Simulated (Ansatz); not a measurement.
# Bands, cutoff and cost in G0W0 for BaTiO3 (Barioperovskite)

Wanted: a G0W0 gap for BaTiO3 (Barioperovskite) that is converged in bands and cutoff, or an estimate of the limit.

Program: Ansatz 0.2.0. Level of theory: G0W0 on LDA, plane waves, PAW. Results are calculated unless marked as measured.

## (1) The structure

It takes space group Amm2 (No. 38, orthorhombic). The conventional cell has a = 3.986 Å, b = 5.674 Å, c = 5.690 Å, α = 90.00°, β = 90.00°, γ = 90.00°. Nearest to Ba lie 12 O at 2.77 to 2.92 Å. Nearest to Ti lie 6 O at 1.93 to 2.09 Å. Nearest to O lie 2 Ti at 2.00 Å and 4 Ba at 2.77 to 2.92 Å. O has 2 Ti at 1.93 to 2.09 Å and 4 Ba at 2.81 to 2.84 Å nearest. Farther neighbours and most contacts between anions are not listed.

The cell and positions come from the Crystallography Open Database and are kept as given unless a step says otherwise. Spin-orbit coupling is left out unless a step names it.

## (2) 168 empty bands, screening to 110 eV

Now the one-shot GW correction: screening in the RPA, then the self-energy of the levels asked for. This step takes hard PAW files.

input.yaml

```yaml
crystal:
  lattice:
    - [3.9855, 0.0, 0.0]
    - [0.0, 2.8369, 2.84515]
    - [0.0, -2.8369, 2.84515]
  atoms:
    - { symbol: Ba, position: [0.0, 0.0, 0.0] }
    - { symbol: Ti, position: [0.5, 0.5124, 0.5124] }
    - { symbol: O, position: [0.0, 0.4874, 0.4874] }
    - { symbol: O, position: [0.5, 0.50524, 0.99184] }
    - { symbol: O, position: [0.5, 0.99184, 0.50524] }
kpoints:
  mp_grid: { grid: [6, 6, 6] }
hamiltonian:
  xc: lda
  pseudopotentials: { kind: paw, source: ansatz }
scf:
  occupations: { method: fixed }
gw:
  n_empty_bands: 168
  ecut_chi: 110.0
  qp_bands: [v2, c2]
  qp_kpoints: band_edges
  screening: { model: contour_deformation }
```

The run is started by

```
ansatz run input.yaml --threads 4 --pin off --max-ram 138240MiB --backend cuda --events-out ev --progress --plain --runs-dir out --devices 1 --max-vram 26GiB
```

Numbers of over 12 decimals in the logs are rounded to 6 here.

Output:

```text
GPUs: using 1 of 1 available (devices: 1).
Engine: ansatz 0.2.0, x86_64-unknown-linux-gnu
Pseudopotentials: kind: paw
Pseudopotential: Ba, paw, valence charge 10, recommended cutoff 300 eV (normal), Ba.paw.azcp
Pseudopotential: Ti, paw, valence charge 12, recommended cutoff 740 eV (normal), Ti.paw.azcp
Pseudopotential: O, paw, valence charge 6, recommended cutoff 930 eV (normal), O.paw.azcp
Functional definition: SPW92
  exchange = slater_x
  correlation = pw_c
device memory: the entry about to start is reckoned to put 3.1 GiB on a device that reports 44.8 GiB free (of which the cap on the GPU budget leaves the run 26.0 GiB)
GPU FFT provider: cuFFT
GPU libraries: cuBLAS 13.8.2, cuFFT 12.4.0, cuSOLVER 12.3.4
Crystal: 5 atoms, lattice volume = 64.337 Å³
Basis set: ecut = 930 eV, 4123 PW (Γ)
Bands: 25, of which v1, the nominal top of the filled ones, is band 20 counted from 1 (19 counted from 0)
Symmetry: 4 space group operations
Space group: Amm2 (ITA 38), of the structure as read, at distance tolerance 4.0e-5 Å
k-points: 52 of 216 (time reversal used)
Non-local potential: Ba, projectors of the file, l = 0: 3, l = 1: 2, l = 2: 2, l = 3: 2
Non-local potential: Ti, projectors of the file, l = 0: 2, l = 1: 2, l = 2: 2, l = 3: 1
Non-local potential: O, projectors of the file, l = 0: 2, l = 1: 2, l = 2: 1
PAW form: soft (Blöchl's): semilocal exchange-correlation on the pseudo side does not see the compensation charge
PAW frozen core: Ba, regenerated for the run's functional, and the local potential with it (the file was generated under x = pbe(κ = 0.804, μ = 0.219515), c = pbe(β = 0.066725))
PAW frozen core: Ti, regenerated for the run's functional, and the local potential with it (the file was generated under x = pbe(κ = 0.804, μ = 0.219515), c = pbe(β = 0.066725))
PAW frozen core: O, regenerated for the run's functional, and the local potential with it (the file was generated under x = pbe(κ = 0.804, μ = 0.219515), c = pbe(β = 0.066725))
PAW one-centre angular grid: Ba, 194 points (default); XC on 64 Gauss nodes
PAW one-centre angular grid: Ti, 590 points (default); XC on 64 Gauss nodes
PAW one-centre angular grid: O, 110 points (default); XC on 64 Gauss nodes
Initial density: superposition of atomic densities (chi_scale 0.1, normalization cell, long waves kept (reshape's long-wave potential 0.00 eV rms))
Initial wavefunctions: pseudopotential atomic-orbital guess
GPU buffer pool allocated for 91125 grid points (all kernels)
GPU transforms: local potential and band sums: pruned to the plane-wave sphere, on 45×45×45
Functional: x = slater, c = lda
SCF iter   1: F=—  HF=-9892.498740 eV  |F-HF|=—  |Δ(HF+E_count)|=         —  Δρ=8.99e-2  dr2=6.92e0  ethr=3.10e-3  ⟨swp⟩=4.1  Hψ=5162  notcnv=0  defer=78
preconditioner: auto → Resta (q_TF=auto, 2.521 Å⁻¹)  ε∞=5.1  [insulator: Δε(μ)=3.882 eV  Ē_g=12.516 eV  n_scr=18 (ndim 8)  ℏωp=25.4 eV  f_vac=0.002  ε∞_Penn≈5.1]
SCF iter   2: F=—  HF=-9890.658295 eV  |F-HF|=—  |Δ(HF+E_count)|=    1.84e0  Δρ=4.94e-2  dr2=9.66e-1  ethr=3.10e-3  ⟨swp⟩=3.5  Hψ=3147  notcnv=0  defer=105
SCF iter   3: F=—  HF=-9890.407642 eV  |F-HF|=—  |Δ(HF+E_count)|=   2.51e-1  Δρ=2.02e-2  dr2=2.82e-1  ethr=2.42e-3  ⟨swp⟩=2.1  Hψ=2303  notcnv=0  defer=109
SCF iter   4: F=—  HF=-9890.337916 eV  |F-HF|=—  |Δ(HF+E_count)|=   6.97e-2  Δρ=8.79e-3  dr2=4.15e-2  ethr=7.05e-4  ⟨swp⟩=2.3  Hψ=1867  notcnv=0  defer=133
SCF iter   5: F=—  HF=-9890.330355 eV  |F-HF|=—  |Δ(HF+E_count)|=   7.56e-3  Δρ=3.79e-3  dr2=1.28e-2  ethr=1.04e-4  ⟨swp⟩=3.0  Hψ=3027  notcnv=0  defer=154
SCF iter   6: F=—  HF=-9890.327987 eV  |F-HF|=—  |Δ(HF+E_count)|=   2.37e-3  Δρ=9.13e-4  dr2=5.57e-4  ethr=3.20e-5  ⟨swp⟩=2.6  Hψ=1839  notcnv=0  defer=153
SCF iter   7: F=—  HF=-9890.327987 eV  |F-HF|=—  |Δ(HF+E_count)|=   8.49e-7  Δρ=9.23e-4  dr2=6.50e-4  ethr=1.39e-6  ⟨swp⟩=2.1  Hψ=1843  notcnv=0  defer=145
SCF iter   8: F=—  HF=-9890.327921 eV  |F-HF|=—  |Δ(HF+E_count)|=   6.57e-5  Δρ=6.24e-4  dr2=3.25e-4  ethr=1.39e-6  ⟨swp⟩=1.1  Hψ=1251  notcnv=0  defer=61
SCF iter   9: F=—  HF=-9890.327868 eV  |F-HF|=—  |Δ(HF+E_count)|=   5.34e-5  Δρ=2.16e-4  dr2=3.98e-5  ethr=8.12e-7  ⟨swp⟩=1.9  Hψ=1328  notcnv=0  defer=55
SCF iter  10: F=—  HF=-9890.327861 eV  |F-HF|=—  |Δ(HF+E_count)|=   7.00e-6  Δρ=1.88e-5  dr2=3.04e-7  ethr=9.96e-8  ⟨swp⟩=1.2  Hψ=1318  notcnv=0  defer=56
SCF iter  11: F=-9890.327861 eV  HF=-9890.327861 eV  |F-HF|=3.42e-10  |Δ(HF+E_count)|=   3.10e-8  Δρ=1.52e-6  dr2=5.76e-10  ethr=2.50e-10  ⟨swp⟩=9.8  Hψ=5289  notcnv=0
SCF 1 converged in 11 iterations: F = -9890.327861 eV  dr2 = 5.76e-10
  greatest PAW one-centre occupation: 0.927 electrons in one spin orbital (limit 2), on the Ti atom at site 1 (counted from 0), in its partial waves of l = 0
device memory: the entry about to start is reckoned to put 3.2 GiB (of the 3.6 GiB reckoned in all, the device holds 0.4 GiB already) on a device that reports 44.4 GiB free (of which the cap on the GPU budget leaves the run 25.6 GiB)
NSCF: frozen V_eff on 52 k-points, pencils in batches of 32, up to order 100
the band table was solved once the SCF had ended and its energy, with any forces and stress, was formed, with the checks that follow a solve (6032 applications of the Hamiltonian). They found nothing against the state; the energy, forces and stress were not computed again (output.eigenvalues in the input reference)
device memory: the entry about to start is reckoned to put 6.7 GiB on a device that reports 44.8 GiB free (of which the cap on the GPU budget leaves the run 26.0 GiB)
NSCF: frozen V_eff on 52 k-points
G₀W₀ screening: q 1/52
[... further progress lines ...]
device memory: the entry about to start is reckoned to put 0.7 GiB on a device that reports 40.9 GiB free (of which the cap on the GPU budget leaves the run 26.0 GiB)
NSCF: frozen V_eff on 1 k-points
device memory: the entry about to start is reckoned to put 0.6 GiB on a device that reports 40.9 GiB free (of which the cap on the GPU budget leaves the run 26.0 GiB)
NSCF: frozen V_eff on 1 k-points
SCF converged after 11 iterations
Free energy (F): -9890.327861 eV
Harris-Foulkes:  -9890.327861 eV  (|F-HF|=3.42e-10)
Internal energy: -9890.327861 eV  (E = F + TS)
E sigma→0 (E₀):  -9890.327861 eV
Fermi energy:    9.898255 eV
--- Per-component energies (eV) ---
  E_band       = -151.045629
  E_kinetic    = 1420.056079
  E_local      = -3005.781883  (includes V_loc(G=0)·N_el)
  E_nonlocal   = 657.479296
  E_hartree    = 831.641969
  E_xc         = -816.096518
  E_vxc        = -777.530146  (∫ρ·V_xc dr)
  E_paw        = -6163.267605  (= ΣΔE_a)
  E_vpaw       = -108.553077  (= ΣTr[D̂ρ^β])
  E_aug_tail   = 0.000048  (compensation charges beyond the density's cutoff)
  E_ewald      = -2815.256928
  E_core_change = 0.897681  (= ΣΔE_core)
  E_smearing   = -0.000000  (= −TS)
  E_closure    = -0.000000  (closes the sum)
  Σ components = -9890.327861   (vs F -9890.327861, Δ=0.00e0)
--- Band table (eV; the first three rows and the last of 52) ---
  k-point 0: bands = [... 16 lower, 8.7693, 9.5762, 9.6865, 9.7322, 11.7200, 11.7834, 11.9476, 14.0043, ... 1 higher]
  k-point 1: bands = [... 16 lower, 8.6122, 9.1142, 9.4378, 9.5617, 11.8417, 12.2498, 12.3233, 14.0393, ... 1 higher]
  k-point 2: bands = [... 16 lower, 8.2586, 8.3554, 9.2080, 9.2998, 11.9155, 13.0640, 13.1067, 14.0389, ... 1 higher]
  k-point 51: bands = [... 16 lower, 7.5566, 9.8500, 9.8883, 9.8983, 14.0839, 14.1260, 14.1374, 16.5574, ... 1 higher]
--- G₀W₀: contour deformation, 7 samples at zero and on the imaginary axis and 2 off it, 216 q-points, 168 empty bands' worth ---
  eigenvalues of the whole cell's RPA ε∞ on this k-mesh (on a slab, of 1 + 4πα/V) = 6.2158, 6.3274, 6.4461; static W/v taken at q = 0 is 0.157980
  gw.qp_kpoints: band_edges: 36 of 52 stored k-points solved, in 1 pass; an edge of the gap read off the rows below is read off those points alone
    valence top: of the k-points left out ik 17 came nearest to being solved in a further pass, in band 19 (counted from 1, as in the quasiparticle table): it holds the edge there only if its correction is more favourable than any solved in that band by at least 0.557 eV; those differ by 0.130 eV
    conduction bottom: of the k-points left out ik 27 came nearest to being solved in a further pass, in band 21 (counted from 1, as in the quasiparticle table): it holds the edge there only if its correction is more favourable than any solved in that band by at least 0.548 eV; those differ by 0.062 eV
  `?` marks the rows in doubt; gw_qp.tsv's column doubts and the gw_qp event give each row's grounds
    ik  band        ε_KS         Σx   Σc(E_QP)       V_xc       Z   E_QP_lin       E_QP  E_QP is
     0    19      9.6865   -25.8098     4.3342   -21.4055  0.7249     9.6164     9.6165  root
     0    20      9.7322   -25.9088     4.3883   -21.4463  0.7251     9.6579     9.6581  root
     0    21     11.7200   -12.6481    -6.3704   -20.5265  0.7362    13.2777    13.2280  root
     0    22     11.7834   -12.7710    -6.2660   -20.5334  0.7355    13.3291    13.2799  root
     1    19      9.4378   -25.2097     4.0796   -21.0823  0.7231     9.3900     9.3900  root
     1    20      9.5617   -25.6710     4.3303   -21.2699  0.7238     9.4909     9.4910  root
     1    21     11.8417   -12.9634    -6.3068   -20.7728  0.7335    13.3946    13.3442  root
     1    22     12.2498   -13.5469    -6.2465   -21.2734  0.7247    13.7830    13.7298  root
     2    19      9.2080   -25.3083     4.2818   -20.9443  0.7207     9.1256     9.1258  root
     2    20      9.2998   -25.6272     4.4562   -21.0729  0.7213     9.2015     9.2017  root
     2    21     11.9155   -13.0960    -6.4059   -21.0231  0.7307    13.4900    13.4367  root
     2    22     13.0640   -14.3859    -6.6814   -22.5562  0.7023    14.6242    14.5530  root
     3    19      9.1073   -25.3877     4.3899   -20.8966  0.7199     9.0058     9.0061  root
     3    20      9.1881   -25.6738     4.5492   -21.0080  0.7204     9.0713     9.0716  root
     3    21     11.9480   -13.1515    -6.4683   -21.1520  0.7293    13.5352    13.4801  root
     3    22     13.4440   -14.7001    -7.0106   -23.2009  0.6896    15.0202    14.9342  root
     4    19      9.2351   -24.9693     4.0089   -20.9168  0.7221     9.1915     9.1916  root
     4    20      9.4400   -25.4745     4.4193   -20.9673  0.7181     9.3520     9.3522  root
     4    21     12.3015   -13.7624    -6.2978   -21.5474  0.7215    13.8438    13.7888  root
     4    22     12.3485   -13.7218    -6.2402   -21.4417  0.7234    13.8823    13.8282  root
     8    19      9.2646   -25.0588     4.0454   -20.9683  0.7220     9.2194     9.2195  root
     8    20      9.4169   -25.4542     4.4186   -20.9499  0.7177     9.3311     9.3313  root
     8    21     12.1813   -13.3888    -6.3614   -21.2477  0.7256    13.7334    13.6789  root
     8    22     12.4549   -14.0060    -6.2253   -21.7060  0.7196    13.9852    13.9296  root
[...]
49    21     13.9274   -14.6532    -7.5071   -23.6390  0.6756    15.5043    15.4062  root
    49    22     13.9367   -14.6534    -7.5306   -23.6644  0.6748    15.5166    15.4170  root
    50    19      9.5593   -25.2381     4.7230   -20.3873  0.7126     9.4312     9.4315  root
    50    20      9.6808   -25.4422     4.7445   -20.5894  0.7127     9.5723     9.5726  root
    50    21     13.7008   -14.5390    -7.2791   -23.3024  0.6838    15.2765    15.1851  root
    50    22     13.8379   -14.3324    -7.5118   -23.3315  0.6800    15.4208    15.3253  root
    51    19      9.8883   -25.7471     4.7565   -20.8967  0.7147     9.7942     9.7944  root
    51    20      9.8983   -25.7410     4.7479   -20.9020  0.7147     9.8070     9.8072  root
    51    21     14.0839   -14.6489    -7.6979   -23.8250  0.6699    15.6650    15.5621  root ?
    51    22     14.1260   -14.6780    -7.7753   -23.9302  0.6674    15.7093    15.6029  root ?
```

Wall time 93 s (1 × NVIDIA H100 80GB HBM3 (shared by 3 runs) with 4 threads of AMD EPYC 7R13 (Zen 3), shared host); peak memory 2.1 GiB; 3.1 min of CPU time.

The column dr2 measures how far the density is from self-consistency, as an energy; F and HF (Harris–Foulkes) agree once it is small.

Numbers from this step:

* bands summed: 188
* RPA ε∞ on this mesh (eigenvalues): 6.216, 6.327, 6.446
* plane waves in the screening matrix: 171
* q-points in the mesh: 216
* G0W0 gap on the mesh: 3.421 eV
* k of the valence top: -0.5, -0.5, -0.5
* k of the conduction bottom: 0, 0, 0
* starting gap on the mesh: 1.822 eV
* Z at the valence top: 0.7147
* Z at the conduction bottom: 0.7362
* least direct G0W0 gap on the computed points: 3.570 eV

The gap on the mesh goes from 1.82 eV to 3.42 eV, a correction of +1.60 eV. Between the two edge states, bare exchange in place of the xc potential would open the gap by 12.72 eV, and correlation takes back 11.12 eV.

(Part 1 of 2 ends here.)

[Paths, hosts, dates, memory and timing lines, banners, echoed tables and standing remarks are left out of the program output.]

[Logs are printed without paths, hosts, clocks, repeated set-up lines and the standing remarks that a program may print on its own settings, such as how far it seeks lower states.]

[Runs of the session that timed out or met a known fault of the program may be left out.]

[Cells called generated may have been cut or substituted from an entry of the Crystallography Open Database or the Materials Project.]

[Hosts, paths, dates, database ids (printed as entryN), source tags and the programs' standing remarks are cut or masked in the printed files.]
